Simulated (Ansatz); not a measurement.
**Work function of W(111): what the settings cost and change**

How far do functional and pseudopotentials move the work function of W(111), and at what cost?

Program: Ansatz 0.2.0. Level of theory: plane-wave DFT, PBE, Ansatz PAW, in the first sound run; inputs show where later runs differ. Results are calculated unless marked as measured.

**Measured values to reproduce.**

“Anisotropic work function of elemental crystals” (2019, arxiv:1902.07811) quotes from earlier work for W (clean (111) face, a compiled value): work function (clean (111) face, a compiled value) 4.47 eV.

### 1. Starting point

The cell holds 11 atoms: 11 W. Cell: a = 4.469 Å, b = 4.469 Å, c = 27.122 Å, α = 90.0°, β = 90.0°, γ = 60.0°. Vacuum lies along c.

### 2. Run, setting PBE, Ansatz PAW (420 eV)

A work function rests on the faint tail of the density, so the SCF threshold is tight. PBE on the default files comes first; the next runs keep the geometry and change functional or files, each at the cutoff that its files recommend; a relaxation and, for heavy metals, spin-orbit coupling close the ladder.

input.yaml reads:

```yaml
crystal:
  lattice:
    - [4.4689148571, 0.0, 0.0]
    - [2.2344574285, 3.8701937936, 0.0]
    - [0.0, 0.0, 27.1221342532]
  atoms:
    - { symbol: W, position: [0.6666666667, 0.6666666667, 0.331832293] }
    - { symbol: W, position: [0.0, 0.0, 0.3654658344] }
    - { symbol: W, position: [0.3333333333, 0.3333333333, 0.3990993758] }
    - { symbol: W, position: [0.6666666667, 0.6666666667, 0.4327329172] }
    - { symbol: W, position: [0.0, 0.0, 0.4663664586] }
    - { symbol: W, position: [0.3333333333, 0.3333333333, 0.5] }
    - { symbol: W, position: [0.6666666667, 0.6666666667, 0.5336335414] }
    - { symbol: W, position: [0.0, 0.0, 0.5672670828] }
    - { symbol: W, position: [0.3333333333, 0.3333333333, 0.6009006242] }
    - { symbol: W, position: [0.6666666667, 0.6666666667, 0.6345341656] }
    - { symbol: W, position: [0.0, 0.0, 0.668167707] }
kpoints:
  mp_grid: { grid: [11, 11, 1] }
hamiltonian:
  xc: pbe
scf:
  occupations: { method: fermi_dirac, width: 0.1 }
  convergence: { dr2_threshold: 1.0e-09 }
efield:
  axis: 3
  dipole_correction: true
  ramp_position: 0.97
  ramp_width: 0.06
output:
  write_potential: true
  write_density: true
  volumetric_format: npy
  elf: true
```

Started as:

```sh
$ ansatz run input.yaml --threads 4 --pin off --max-ram 6144MiB --backend cpu --events-out ev --progress --plain --runs-dir out
```

Numbers of over 12 decimals in the logs are rounded to 6 here.

Output:

```text
Engine: ansatz 0.2.0, x86_64-unknown-linux-gnu
Pseudopotentials: kind: paw
Pseudopotential: W, paw, valence charge 14, recommended cutoff 420 eV (normal), W.paw.azcp
Functional definition: PBE
  parameter kappa = 0.804
  parameter beta = 0.066725
  exchange = pbe_x(kappa = kappa, mu = beta*pi^2/3)
  correlation = pbe_c(beta = beta)
Crystal: 11 atoms, lattice volume = 469.093 Å³
Basis set: ecut = 420 eV, 9205 PW (Γ)
Bands: 93, of which v1, the nominal top of the filled ones, is band 77 counted from 1 (76 counted from 0)
Symmetry: 6 space group operations
k-points: 16 of 121 (time reversal used)
Non-local potential: W, projectors of the file, l = 0: 3, l = 1: 2, l = 2: 2, l = 3: 1
PAW form: soft (Blöchl's): semilocal exchange-correlation on the pseudo side does not see the compensation charge
PAW one-centre angular grid: W, 590 points (default); XC on 64 Gauss nodes
Initial density: superposition of atomic densities (neutral atoms: chi_scale 0, normalization atom), corrected by the library's trained network
Initial wavefunctions: pseudopotential atomic-orbital guess
Functional: x = pbe(κ = 0.804, μ = 0.219515), c = pbe(β = 0.066725)
SCF iter   1: F=—  HF=-114224.669844 eV  |F-HF|=—  |Δ(HF+E_count)|=         —  Δρ=4.92e-3  dr2=5.76e-1  ethr=1.77e-3  p=0.000 e·Å  D=1.98e-13 V/Å  ΔV_dip=-0.00 eV  dr2_dipole=2.88e-9  V_vac-E_F(+/−)=4.22/4.22 eV  ⟨swp⟩=9.7  Hψ=7327  notcnv=0
efield: sawtooth ramp at fractional position 0.9700 (set: `efield.ramp_position`, or a place that a band, a saddle search or an elastic batch's reference lends), width 0.0600; the density the first Hamiltonian is built on has a dipole p = 0.000 e·Å; the dipole correction subtracts the counter field D = 1.98e-13 V/Å, which shifts the + side's vacuum level by -0.00 eV against the − side's; the planar-averaged density in the ramp window peaks in size at 2.4e-5 e/Å³
preconditioner: auto → LDOS  [metal: Δε(μ)=0.044 eV  Ē_g=4.497 eV  σ=0.100 eV  W_gap=0.11  n_scr=96 (ndim 8)  ℏωp=13.9 eV  f_vac=0.547  D(μ)=7.96/eV (n_scr^D=44)  β→1.0]
SCF iter   2: F=—  HF=-114224.667968 eV  |F-HF|=—  |Δ(HF+E_count)|=   1.88e-3  Δρ=3.72e-3  dr2=1.95e-1  ethr=3.74e-4  p=-0.000 e·Å  D=-1.51e-6 V/Å  ΔV_dip=0.00 eV  dr2_dipole=7.92e-9  V_vac-E_F(+/−)=3.96/3.96 eV  ⟨swp⟩=2.7  Hψ=2435  notcnv=0
SCF iter   3: F=—  HF=-114224.647365 eV  |F-HF|=—  |Δ(HF+E_count)|=   2.06e-2  Δρ=1.14e-3  dr2=1.38e-2  ethr=1.27e-4  p=-0.000 e·Å  D=-7.95e-7 V/Å  ΔV_dip=0.00 eV  dr2_dipole=7.15e-11  V_vac-E_F(+/−)=3.99/3.99 eV  ⟨swp⟩=2.0  Hψ=2233  notcnv=0
SCF iter   4: F=—  HF=-114224.645635 eV  |F-HF|=—  |Δ(HF+E_count)|=   1.73e-3  Δρ=2.14e-4  dr2=2.91e-4  ethr=8.96e-6  p=-0.000 e·Å  D=-7.52e-7 V/Å  ΔV_dip=0.00 eV  dr2_dipole=1.52e-14  V_vac-E_F(+/−)=3.98/3.98 eV  ⟨swp⟩=2.4  Hψ=2105  notcnv=0
SCF iter   5: F=—  HF=-114224.645788 eV  |F-HF|=—  |Δ(HF+E_count)|=   1.53e-4  Δρ=8.36e-5  dr2=6.20e-5  ethr=1.89e-7  p=-0.000 e·Å  D=-5.67e-7 V/Å  ΔV_dip=0.00 eV  dr2_dipole=4.20e-11  V_vac-E_F(+/−)=3.96/3.96 eV  ⟨swp⟩=3.0  Hψ=2508  notcnv=0
SCF iter   6: F=—  HF=-114224.645816 eV  |F-HF|=—  |Δ(HF+E_count)|=   2.79e-5  Δρ=2.76e-5  dr2=7.68e-6  ethr=4.03e-8  p=-0.000 e·Å  D=-3.31e-7 V/Å  ΔV_dip=0.00 eV  dr2_dipole=3.56e-12  V_vac-E_F(+/−)=3.96/3.96 eV  ⟨swp⟩=2.2  Hψ=2021  notcnv=0
SCF iter   7: F=—  HF=-114224.646706 eV  |F-HF|=—  |Δ(HF+E_count)|=   8.90e-4  Δρ=8.41e-6  dr2=9.15e-7  ethr=4.99e-9  p=-0.000 e·Å  D=-1.96e-7 V/Å  ΔV_dip=0.00 eV  dr2_dipole=9.40e-12  V_vac-E_F(+/−)=3.96/3.96 eV  ⟨swp⟩=2.2  Hψ=2069  notcnv=0
SCF iter   8: F=—  HF=-114224.646707 eV  |F-HF|=—  |Δ(HF+E_count)|=   4.82e-7  Δρ=2.90e-6  dr2=6.56e-8  ethr=5.94e-10  p=-0.000 e·Å  D=-1.04e-7 V/Å  ΔV_dip=0.00 eV  dr2_dipole=2.57e-13  V_vac-E_F(+/−)=3.96/3.96 eV  ⟨swp⟩=2.5  Hψ=2189  notcnv=0
SCF iter   9: F=—  HF=-114224.646707 eV  |F-HF|=—  |Δ(HF+E_count)|=   9.99e-8  Δρ=8.90e-7  dr2=8.78e-9  ethr=4.26e-11  p=-0.000 e·Å  D=-4.43e-8 V/Å  ΔV_dip=0.00 eV  dr2_dipole=1.90e-13  V_vac-E_F(+/−)=3.96/3.96 eV  ⟨swp⟩=3.9  Hψ=2915  notcnv=0
SCF iter  10: F=-114224.646707 eV  HF=-114224.646707 eV  |F-HF|=4.22e-10  |Δ(HF+E_count)|=   3.78e-9  Δρ=3.20e-7  dr2=9.96e-10  ethr=1.00e-12  p=-0.000 e·Å  D=-1.27e-8 V/Å  ΔV_dip=0.00 eV  dr2_dipole=1.40e-13  V_vac-E_F(+/−)=3.96/3.96 eV  ⟨swp⟩=5.0  Hψ=5481  notcnv=0
SCF 1 converged in 10 iterations: F = -114224.646707 eV  dr2 = 9.96e-10
  greatest PAW one-centre occupation: 1.000 electrons in one spin orbital (limit 2), on the W atom at site 1 (counted from 0), in its partial waves of l = 0
WARN: The output density's exchange-correlation potential varies sharply where the density is thin. Do not read a vacuum level from v_tot or v_xc, or from such a field of the output density. On a cell that repeats whose density bears no net charge and no dipole along the vacuum's axis use v_es (v_loc + v_h of the components); under efield.dipole_correction with no amplitude use v_es + v_field, which holds any externa [...]
SCF converged after 10 iterations
Free energy (F): -114224.646707 eV
Harris-Foulkes:  -114224.646707 eV  (|F-HF|=4.22e-10)
Internal energy: -114224.383393 eV  (E = F + TS)
E sigma→0 (E₀):  -114224.515050 eV
Entropy (-TS):   -0.263314 eV (-23.938 meV/atom)
Fermi energy:    5.927504 eV
Dipole field:    D = -0.000000 V/Å  (p = -0.000001 e·Å, saw-weighted, corrected)
Work function:   Φ+ = 3.9555 eV   Φ− = 3.9555 eV
Levels:          The Fermi level and band energies are counted from a zero that moves with the ramp; work functions are not
--- Per-component energies (eV) ---
  E_band       = -3426.842208
  E_kinetic    = 4928.067519
  E_local      = -228429.496196  (includes V_loc(G=0)·N_el)
  E_nonlocal   = 13.279992
  E_hartree    = 112022.529239
  E_xc         = -2923.195155
  E_vxc        = -2609.305584  (∫ρ·V_xc dr)
  E_paw        = -94187.517545  (= ΣΔE_a)
  E_vpaw       = -1374.439315  (= ΣTr[D̂ρ^β])
  E_aug_tail   = -0.000641  (compensation charges beyond the density's cutoff)
  E_efield     = 0.000000  (sawtooth field / dipole correction)
  E_vefield    = 0.000000  (∫n·V_field dr)
  E_ewald      = 94351.949394
  E_smearing   = -0.263314  (= −TS)
  E_closure    = 0.000000  (closes the sum)
  Σ components = -114224.646707   (vs F -114224.646707, Δ=0.00e0)
--- Band table (eV; the first three rows and the last of 16) ---
  k-point 0: bands = [... 73 lower, 4.8008, 4.8008, 5.1062, 5.3288, 6.1049, 6.4990, 7.5124, 7.5124, ... 12 higher]
  k-point 1: bands = [... 73 lower, 4.8538, 4.9039, 5.1378, 5.4173, 6.1438, 6.5293, 7.4122, 7.4336, ... 12 higher]
  k-point 2: bands = [... 73 lower, 5.0329, 5.1308, 5.3816, 5.6527, 6.2757, 6.5611, 7.0041, 7.0855, ... 12 higher]
  k-point 15: bands = [... 73 lower, 5.1385, 5.1413, 5.2058, 5.3991, 6.2019, 6.2779, 6.5118, 6.6558, ... 12 higher]
```

Run time: 39 s. Hardware: 4 threads of Intel Xeon 6975P-C (Granite Rapids), shared host; peak memory 1.5 GiB.

The column dr2 measures how far the density is from self-consistency, as an energy; F and HF (Harris–Foulkes) agree once it is small.

Numbers from this step:

| Property | Result |
| --- | --- |
| energy at zero smearing | -114224.5150 eV |
| work function, upper face | 3.955 eV |

Running mean over 0.9122 Å of the planar mean; the ramp of the sawtooth is left out. Electron's electrostatic potential energy less the Fermi level against z:

z (Å), electron's electrostatic potential energy less the Fermi level (eV) and a bar from the least value:
```
        4        4.0 ##############################
        5        4.0 ##############################
        6        3.9 ##############################
        7        3.6 #############################
        8        0.6 ########################
        9       -9.0 #######
       10      -12.2 #
       11      -12.6 
       12      -12.7 
       13      -12.7 
       14      -12.7 
       15      -12.7 
       16      -12.7 
       17      -12.3 #
       18       -9.9 #####
       19       -0.3 ######################
       20        3.5 #############################
       21        3.9 ##############################
       22        4.0 ##############################
       23        4.0 ##############################
       24        4.0 ##############################
```

Valence density in the ca plane at fractional y = 0.000, with atoms of W within 0.2 Å of it. It is the smooth field of the valence electrons, not physical close to the nuclei.

Values in e/Å³, 7 rows by 16 columns, each cell a mean:
```
0.0 0.1 2.6 3.0 0.5 3.6 2.0 0.9 4.1 1.0 1.7 3.8 0.3 0.0 0.0 0.0
0.0 0.1 0.5 0.6 0.3 0.7 0.4 0.3 0.7 0.3 0.4 0.6 0.1 0.0 0.0 0.0
0.0 0.1 0.3 0.3 0.3 0.3 0.3 0.3 0.3 0.3 0.3 0.2 0.0 0.0 0.0 0.0
0.0 0.1 0.3 0.3 0.4 0.3 0.3 0.4 0.3 0.4 0.3 0.1 0.0 0.0 0.0 0.0
0.0 0.1 0.3 0.3 0.3 0.3 0.3 0.3 0.3 0.3 0.3 0.2 0.0 0.0 0.0 0.0
0.0 0.1 0.9 1.1 0.3 1.3 0.7 0.4 1.5 0.4 0.6 1.3 0.1 0.0 0.0 0.0
0.0 0.1 3.2 3.5 0.6 4.1 2.5 1.1 4.7 1.3 2.2 4.3 0.4 0.0 0.0 0.0
```
Columns run along c (16.0 Å, from fractional 0.26 to 0.85 of the cell), rows up along a (4.5 Å). Atoms in or near the plane, at fractional coordinates: W at (0.37, 0.00), W at (0.47, 0.00), W at (0.57, 0.00), W at (0.67, 0.00).

ELF in the ca plane at fractional y = 0.000, with atoms of W within 0.2 Å of it. It is the smooth field of the valence electrons, not physical close to the nuclei.

Values, 7 rows by 16 columns, each cell a mean:
```
0.33 0.33 0.50 0.51 0.33 0.54 0.45 0.37 0.57 0.40 0.45 0.57 0.24 0.07 0.01 0.00
0.24 0.43 0.35 0.31 0.42 0.32 0.35 0.40 0.33 0.37 0.39 0.33 0.12 0.05 0.01 0.00
0.11 0.24 0.42 0.40 0.40 0.42 0.41 0.41 0.42 0.39 0.42 0.42 0.24 0.07 0.01 0.00
0.07 0.14 0.31 0.35 0.36 0.36 0.35 0.35 0.37 0.34 0.35 0.39 0.29 0.08 0.01 0.00
0.14 0.31 0.44 0.40 0.43 0.41 0.42 0.43 0.41 0.41 0.45 0.38 0.20 0.06 0.01 0.00
0.28 0.42 0.36 0.35 0.38 0.39 0.34 0.36 0.42 0.34 0.37 0.42 0.13 0.06 0.01 0.00
0.33 0.30 0.51 0.48 0.34 0.48 0.49 0.41 0.47 0.46 0.50 0.49 0.29 0.08 0.01 0.00
```
Columns run along c (16.0 Å, from fractional 0.26 to 0.85 of the cell), rows up along a (4.5 Å). Atoms in or near the plane, at fractional coordinates: W at (0.37, 0.00), W at (0.47, 0.00), W at (0.57, 0.00), W at (0.67, 0.00).

Electrostatic potential energy in the ca plane at fractional y = 0.000, with atoms of W within 0.2 Å of it. With pseudopotentials it is smooth inside the atoms' cores, unlike the true potential.

Ten even steps from '0' (-59 eV) to '9' (10 eV), each cell a mean:
```
99999730014886200268740004886200268999999999
99999863247897533589863246898533579999999999
99999987788999877899987778999877899999999999
99999999999999999999999999999999999999999999
99999999999999999999999999999999999999999999
99999999998888999988889998888999999999999999
99999999999889999988899999889999999999999999
99999999999999999999999999999999999999999999
99999998889999888899998889999988899999999999
99999975568998655789975568998755689999999999
99999841025886301378851025897311378999999999
99999730004885100168730003786100158999999999
```
Columns run along c (16.0 Å, from fractional 0.26 to 0.85 of the cell; values clipped at the 3rd and 97th percentile), rows up along a (4.5 Å). Atoms in or near the plane, at fractional coordinates: W at (0.37, 0.00), W at (0.47, 0.00), W at (0.57, 0.00), W at (0.67, 0.00).

The work function is 3.955 eV.

### 3. Slab

This step: plane-wave DFT, LDA, Ansatz PAW (Ansatz 0.2.0).

Edit input.yaml of step 2 so:

```diff
@@ -20,3 +20,3 @@
 hamiltonian:
-  xc: pbe
+  xc: lda
 scf:
@@ -33,2 +33 @@
   volumetric_format: npy
-  elf: true
```

Output:

```text
[...]
Crystal: 11 atoms, lattice volume = 469.093 Å³
Basis set: ecut = 420 eV, 9205 PW (Γ)
Bands: 93, of which v1, the nominal top of the filled ones, is band 77 counted from 1 (76 counted from 0)
Symmetry: 6 space group operations
k-points: 16 of 121 (time reversal used)
[...]
k-point 0: bands = [... 73 lower, 4.4863, 4.4863, 4.7799, 5.0087, 5.7827, 6.1823, 7.1617, 7.1617, ... 12 higher]
  k-point 1: bands = [... 73 lower, 4.5440, 4.5868, 4.8143, 5.1003, 5.8220, 6.2119, 7.0621, 7.0819, ... 12 higher]
  k-point 2: bands = [... 73 lower, 4.7396, 4.8153, 5.0668, 5.3430, 5.9540, 6.2411, 6.6485, 6.7506, ... 12 higher]
  k-point 15: bands = [... 73 lower, 4.8387, 4.8438, 4.9051, 5.1000, 5.8766, 5.9437, 6.1842, 6.3187, ... 12 higher]
[key lines of the parts left out:]
SCF converged after 11 iterations
Free energy (F): -111418.538965 eV
Fermi energy:    5.618184 eV
Dipole field:    D = -0.000000 V/Å  (p = -0.000000 e·Å, saw-weighted, corrected)
Work function:   Φ+ = 4.2398 eV   Φ− = 4.2398 eV
```

It took 41 s on 4 threads; peak memory 1.5 GiB; 2.1 min of CPU time.

The work function is 4.240 eV, +0.284 eV from the run “PBE, Ansatz PAW (420 eV)”, at 0.99 times its CPU time.

### 4. Slab

This step: plane-wave DFT, PBEsol, Ansatz PAW (Ansatz 0.2.0).

Edit input.yaml of step 3 so:

```diff
@@ -20,3 +20,3 @@
 hamiltonian:
-  xc: lda
+  xc: pbesol
 scf:
```

Output:

```text
[...]
Crystal: 11 atoms, lattice volume = 469.093 Å³
Basis set: ecut = 420 eV, 9205 PW (Γ)
Bands: 93, of which v1, the nominal top of the filled ones, is band 77 counted from 1 (76 counted from 0)
Symmetry: 6 space group operations
k-points: 16 of 121 (time reversal used)
[...]
k-point 0: bands = [... 73 lower, 4.6828, 4.6828, 4.9887, 5.2117, 5.9959, 6.3841, 7.3816, 7.3816, ... 12 higher]
  k-point 1: bands = [... 73 lower, 4.7359, 4.7855, 5.0205, 5.3010, 6.0348, 6.4141, 7.2814, 7.3021, ... 12 higher]
  k-point 2: bands = [... 73 lower, 4.9159, 5.0127, 5.2651, 5.5370, 6.1654, 6.4457, 6.8688, 6.9585, ... 12 higher]
  k-point 15: bands = [... 73 lower, 5.0165, 5.0197, 5.0845, 5.2784, 6.0760, 6.1483, 6.3915, 6.5302, ... 12 higher]
[key lines of the parts left out:]
SCF converged after 11 iterations
Free energy (F): -112812.879691 eV
Fermi energy:    5.807004 eV
Dipole field:    D = -0.000000 V/Å  (p = -0.000000 e·Å, saw-weighted, corrected)
Work function:   Φ+ = 4.0399 eV   Φ− = 4.0399 eV
```

Elapsed: 42 s, on 4 threads; peak memory 1.5 GiB; 2.3 min of CPU time.

The work function is 4.040 eV, +0.084 eV from the run “PBE, Ansatz PAW (420 eV)”, at 1.1 times its CPU time.

### 5. Slab

This step: plane-wave DFT, RPBE, Ansatz PAW (Ansatz 0.2.0).

Edit input.yaml of step 4 so:

```diff
@@ -20,3 +20,3 @@
 hamiltonian:
-  xc: pbesol
+  xc: rpbe
 scf:
```

Output:

```text
[...]
Crystal: 11 atoms, lattice volume = 469.093 Å³
Basis set: ecut = 420 eV, 9205 PW (Γ)
Bands: 93, of which v1, the nominal top of the filled ones, is band 77 counted from 1 (76 counted from 0)
Symmetry: 6 space group operations
k-points: 16 of 121 (time reversal used)
[...]
k-point 0: bands = [... 73 lower, 4.9233, 4.9233, 5.2354, 5.4640, 6.2411, 6.6236, 7.6483, 7.6483, ... 12 higher]
  k-point 1: bands = [... 73 lower, 4.9750, 5.0273, 5.2654, 5.5508, 6.2799, 6.6541, 7.5482, 7.5696, ... 12 higher]
  k-point 2: bands = [... 73 lower, 5.1500, 5.2542, 5.5054, 5.7814, 6.4110, 6.6870, 7.1409, 7.2168, ... 12 higher]
  k-point 15: bands = [... 73 lower, 5.2572, 5.2596, 5.3264, 5.5183, 6.3316, 6.4103, 6.6432, 6.7900, ... 12 higher]
[key lines of the parts left out:]
SCF converged after 11 iterations
Free energy (F): -114365.116625 eV
Fermi energy:    6.051378 eV
Dipole field:    D = -0.000000 V/Å  (p = -0.000000 e·Å, saw-weighted, corrected)
Work function:   Φ+ = 3.8067 eV   Φ− = 3.8067 eV
```

It took 40 s on 4 threads; peak memory 1.5 GiB; 2.2 min of CPU time.

The work function is 3.807 eV, -0.149 eV from the run “PBE, Ansatz PAW (420 eV)”, at 1.0 times its CPU time.

### 6. Slab

This step: plane-wave DFT, r2SCAN, Ansatz PAW (Ansatz 0.2.0).

Edit input.yaml of step 5 so:

```diff
@@ -20,3 +20,3 @@
 hamiltonian:
-  xc: rpbe
+  xc: r2scan
 scf:
```

Output:

```text
[...]
Crystal: 11 atoms, lattice volume = 469.093 Å³
Basis set: ecut = 500 eV, 11913 PW (Γ), exchange–correlation on 144×144×800 points (64 copies of the dense FFT grid, shifted against one another)
Bands: 93, of which v1, the nominal top of the filled ones, is band 77 counted from 1 (76 counted from 0)
Symmetry: 6 space group operations
[...]
k-point 0: bands = [... 73 lower, 4.6536, 4.6536, 5.0098, 5.2681, 6.0838, 6.4683, 7.6355, 7.6355, ... 12 higher]
  k-point 1: bands = [... 73 lower, 4.7070, 4.7641, 5.0332, 5.3521, 6.1244, 6.5000, 7.5288, 7.5530, ... 12 higher]
  k-point 2: bands = [... 73 lower, 4.8847, 4.9999, 5.2621, 5.5760, 6.2606, 6.5354, 7.1186, 7.1319, ... 12 higher]
  k-point 15: bands = [... 73 lower, 5.0194, 5.0226, 5.0918, 5.2855, 6.1928, 6.2985, 6.5216, 6.6968, ... 12 higher]
[key lines of the parts left out:]
SCF converged after 12 iterations
Free energy (F): -114361.125929 eV
Fermi energy:    5.856767 eV
Dipole field:    D = -0.000000 V/Å  (p = -0.000000 e·Å, saw-weighted, corrected)
Work function:   Φ+ = 3.9628 eV   Φ− = 3.9628 eV
```

It took 73 s on 4 threads; peak memory 2.6 GiB; 4.1 min of CPU time.

The work function is 3.963 eV, +0.007 eV from the run “PBE, Ansatz PAW (420 eV)”, at 2.0 times its CPU time.

### 7. Run

This step: plane-wave DFT, PBE, JTH PAW (Ansatz 0.2.0).

Edit input.yaml of step 6 so:

```diff
@@ -20,3 +20,4 @@
 hamiltonian:
-  xc: r2scan
+  xc: pbe
+  pseudopotentials: { kind: paw, source: jth }
 scf:
```

Output:

```text
[...]
k-point 0: bands = [... 73 lower, 4.4873, 4.4873, 4.7887, 5.0064, 5.7824, 6.1783, 7.1923, 7.1923, ... 12 higher]
  k-point 1: bands = [... 73 lower, 4.5393, 4.5903, 4.8210, 5.0953, 5.8213, 6.2090, 7.0923, 7.1141, ... 12 higher]
  k-point 2: bands = [... 73 lower, 4.7146, 4.8158, 5.0655, 5.3316, 5.9534, 6.2413, 6.6874, 6.7660, ... 12 higher]
  k-point 15: bands = [... 73 lower, 4.8184, 4.8208, 4.8848, 5.0781, 5.8834, 5.9600, 6.1917, 6.3366, ... 12 higher]
[key lines of the parts left out:]
SCF converged after 15 iterations
Free energy (F): -113772.303652 eV
Fermi energy:    5.607736 eV
Dipole field:    D = -0.000000 V/Å  (p = -0.000000 e·Å, saw-weighted, corrected)
Work function:   Φ+ = 3.9638 eV   Φ− = 3.9638 eV
```

Wall time 3.8 min (4 threads); peak memory 5.4 GiB.

The work function is 3.964 eV, +0.008 eV from the run “PBE, Ansatz PAW (420 eV)”, at 6.7 times its CPU time.

[end of part 1 of 2]

[Logs are printed without paths, hosts, clocks, repeated set-up lines and the standing remarks that a program may print on its own settings, such as how far it seeks lower states.]

[Hosts, paths, dates, database ids (printed as entryN), source tags and the programs' standing remarks are cut or masked in the printed files.]

[Maps of the electrostatic potential energy from Ansatz leave out the sawtooth potential of an applied field or a dipole correction, so their vacuum need not be flat; planar profiles and work functions include it.]
